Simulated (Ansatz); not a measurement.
# How BAs (F-43m) expands on warming, part 4 of 4

Aim: the lattice, expansion, heat capacity and bulk modulus of BAs as it warms.

Measurements to reproduce:
- volume expansion coefficient 11.55 1e-6/K near room temperature (given in “Basic Physical Properties of Cubic Boron Arsenide (three times its linear coefficient)”, 2019, arxiv:1911.11281)
- volume expansion coefficient 10.8 1e-6/K near room temperature (given in “Thermal expansion coefficients of high thermal conducting BAs and BP materials (three times its linear coefficient)”, 2019, arxiv:1906.04101)

Ansatz 0.2.0; DFT LDA, scalar-relativistic, plane waves, PAW.

So far, principal linear expansion coefficients at 298 K (× 1e-6/K): step 5 (phonons on strained cells, cutoff 487.2 eV, k-mesh 12×12×12) 3.43; step 6 (k-mesh 8×8×8, q-mesh 4×4×4) 3.96. Also isothermal bulk modulus at 298 K (GPa): 143 in steps 5, 6 and 8. The relaxed cell has a = 4.731 Å (conventional setting).

### Step 9. Phonons on strained cells, cutoff 487.2 eV, k-mesh 12×12×12 (run 2)

The study relaxes the crystal at several strains, solves the phonons on some of them and minimises the free energy at each temperature (static energy, vibrations, the electrons in a metal, and PV under a set pressure); the q-mesh sets how far the force constants reach.

The input, input.yaml:

```yaml
crystal:
  lattice:
    - [0.0, 2.3660417785, 2.3660417785]
    - [2.3660417785, 0.0, 2.3660417785]
    - [2.3660417785, 2.3660417785, 0.0]
  atoms:
    - { symbol: B, position: [0.0, 0.0, 0.0] }
    - { symbol: As, position: [0.25, 0.25, 0.25] }
kpoints:
  mp_grid: { grid: [12, 12, 12] }
hamiltonian:
  xc: lda
scf:
  occupations: { method: fixed }
output:
  eigenvalues: true
phonons:
  method: fd
  qmesh: [4, 4, 4]
  temperatures: { t_max: 800.0, t_step: 50 }
  thermal_expansion: {}
```

Launch:

```
ansatz run input.yaml --threads 4 --pin off --max-ram 8192MiB --backend cpu --events-out ev --progress --plain --runs-dir out
```

Numbers of over 12 decimals in the logs are rounded to 6 here.

The log of the run:

```text
[...]
Crystal: 2 atoms, lattice volume = 26.491 Å³
Basis set: ecut = 487.2 eV, 645 PW (Γ)
Bands: 13, of which v1, the nominal top of the filled ones, is band 9 counted from 1 (8 counted from 0)
Symmetry: 24 space group operations
[...]
k-points: 72 of 1728 (time reversal used)
[...]
vibrations' free energy: its fit passes through its cells
  the electrons' free energy at temperature is not in it: every band gap is over 0.83 eV
  free energies summed between the sampled wave vectors
[...]
the FFT grids of the static calculations differ: 24 × 24 × 24, 25 × 25 × 25
  band gaps on the cells' k-points are 1.082 to 1.143 eV
[key lines of the parts left out:]
SCF converged after 8 iterations
Free energy (F): -4923.531027 eV
Fermi energy:    11.296306 eV
P = ⅓ Tr σ = 0.0029 GPa (0.029 kbar)
```

Elapsed: 32 min, on 4 threads of Arm Neoverse V2, shared host; peak memory 1.4 GiB.

Changing the cutoff (320 → 487.2 eV) and the phonon method (dfpt → fd) takes the volume expansion at 298 K from 12.1 to 11.9 × 10⁻⁶/K and B_T from 143 to 143 GPa.

### Step 10. The series together

Times are for 4 threads of Arm Neoverse V2, shared host. Results by setting:

| no. | functional | cutoff (eV) | k-mesh | q-mesh | method | pressure (GPa) | volume expansion coefficient at 298 K (1e-6/K) | C_P at 298 K (J/mol-atom/K) | isothermal bulk modulus at 298 K (GPa) | time | memory (GiB) |
| --- | --- | --- | --- | --- | --- | --- | --- | --- | --- | --- | --- |
| 1 | lda | 487.2 | 12×12×12 | 2×2×2 | dfpt | 0 | 10.29 | 16.97 | 142.9 | 2.3 min | 0.89 |
| 2 | lda | 487.2 | 8×8×8 | 4×4×4 | dfpt | 0 | 11.87 | 17.06 | 142.9 | 4.5 min | 0.81 |
| 3 | lda | 320 | 12×12×12 | 4×4×4 | dfpt | 0 | 12.10 | 17.07 | 143.5 | 6.7 min | 1.3 |
| 4 | lda | 487.2 | 12×12×12 | 4×4×4 | fd | 0 | 11.89 | 17.06 | 142.8 | 32 min | 1.4 |

The runs together, line volume. The expansion coefficient, volume by temperature; values in 1e-6/K:

| temperature (K) | lda, 487.2, 12×12×12, 2×2×2, dfpt, 0 | lda, 487.2, 8×8×8, 4×4×4, dfpt, 0 | lda, 320, 12×12×12, 4×4×4, dfpt, 0 | lda, 487.2, 12×12×12, 4×4×4, fd, 0 |
| --- | --- | --- | --- | --- |
| 0 | 0 | 0 | 0 | 0 |
| 50 | 0.39 | 0.61 | 0.64 | 0.61 |
| 100 | 2.07 | 2.85 | 2.96 | 2.86 |
| 150 | 4.06 | 5.17 | 5.33 | 5.18 |
| 200 | 6.31 | 7.64 | 7.83 | 7.66 |
| 250 | 8.49 | 9.97 | 10.2 | 9.99 |
| 298 | 10.3 | 11.9 | 12.1 | 11.9 |
| 300 | 10.3 | 11.9 | 12.2 | 12.0 |
| 350 | 11.9 | 13.5 | 13.8 | 13.5 |
| 400 | 13.1 | 14.8 | 15.0 | 14.8 |
| 450 | 14.0 | 15.7 | 16.0 | 15.8 |
| 500 | 14.8 | 16.5 | 16.8 | 16.6 |
| 550 | 15.4 | 17.2 | 17.5 | 17.2 |
| 600 | 15.9 | 17.7 | 18.1 | 17.8 |
| 650 | 16.4 | 18.2 | 18.5 | 18.2 |
| 700 | 16.7 | 18.6 | 18.9 | 18.6 |
| 750 | 17.1 | 18.9 | 19.3 | 18.9 |
| 800 | 17.3 | 19.2 | 19.6 | 19.2 |

The runs together, line C_P. Table of heat capacity, C_P by temperature; values in J/mol-atom/K:

```
temperature (K)  lda, 487.2, 12×12×12, 2×2×2, dfpt, 0  lda, 487.2, 8×8×8, 4×4×4, dfpt, 0  lda, 320, 12×12×12, 4×4×4, dfpt, 0  lda, 487.2, 12×12×12, 4×4×4, fd, 0
              0                                     0                                  0                                   0                                   0
             50                                  2.12                               1.73                                1.74                                1.73
            100                                  6.70                               6.42                                6.44                                6.42
            150                                  9.94                               9.84                                9.86                                9.84
            200                                  12.7                               12.7                                12.7                                12.7
            250                                  15.1                               15.2                                15.2                                15.2
            298                                  17.0                               17.1                                17.1                                17.1
            300                                  17.0                               17.1                                17.1                                17.1
            350                                  18.6                               18.7                                18.7                                18.7
            400                                  19.8                               19.8                                19.9                                19.8
            450                                  20.7                               20.8                                20.8                                20.8
            500                                  21.4                               21.5                                21.5                                21.5
            550                                  22.0                               22.1                                22.1                                22.1
            600                                  22.5                               22.5                                22.6                                22.5
            650                                  22.8                               22.9                                22.9                                22.9
            700                                  23.2                               23.2                                23.3                                23.2
            750                                  23.4                               23.5                                23.5                                23.5
            800                                  23.6                               23.7                                23.8                                23.7
```

### Step 11. Summary of results

| Property | Result |
| --- | --- |
| settings of these figures | LDA, 487.2 eV, k 12×12×12, q 4×4×4 |
| volume expansion coefficient at 298 K | 11.89 1e-6/K |
| C_P at 298 K | 17.06 J/mol-atom/K |
| entropy at 298 K | 15.69 J/mol-atom/K |
| isothermal bulk modulus at 298 K | 142.8 GPa |
| Grüneisen parameter at 298 K | 0.8039 |
| volume at 298 K | 13.37 Å³/atom |
| principal linear expansion coefficients at 298 K | 3.965, 3.965, 3.965 1e-6/K |

What this shows: Near room temperature BAs expands by 11.9 × 10⁻⁶/K in volume by LDA, with C_P = 17.1 J/(mol K) per mole of atoms and B_T = 143 GPa. C_P at room temperature is 68 % of the classical 3R an atom, so the stiffest modes are still partly frozen out. A measured volume expansion coefficient near room temperature is 11.55 1e-6/K (arxiv:1911.11281); the calculated 11.9 1e-6/K differs by +3 %. Changing the q-mesh, k-mesh, cutoff and phonon method moves the volume expansion at 298 K between 10.3 and 12.1 × 10⁻⁶/K, while the CPU time spans a factor of 15. The interpolation has no quadrupole term, so branches near the zone centre are less sure, since this crystal has sites that are not centres of inversion. The PAW files were made for PBE and are used here under another functional, for which the program regenerates the frozen cores.

[Logs are printed without paths, hosts, clocks, repeated set-up lines and the standing remarks that a program may print on its own settings, such as how far it seeks lower states.]

[Hosts, paths, dates, database ids (printed as entryN), source tags and the programs' standing remarks are cut or masked in the printed files.]

[A step with changed settings may run another functional than the one named; its input shows which.]
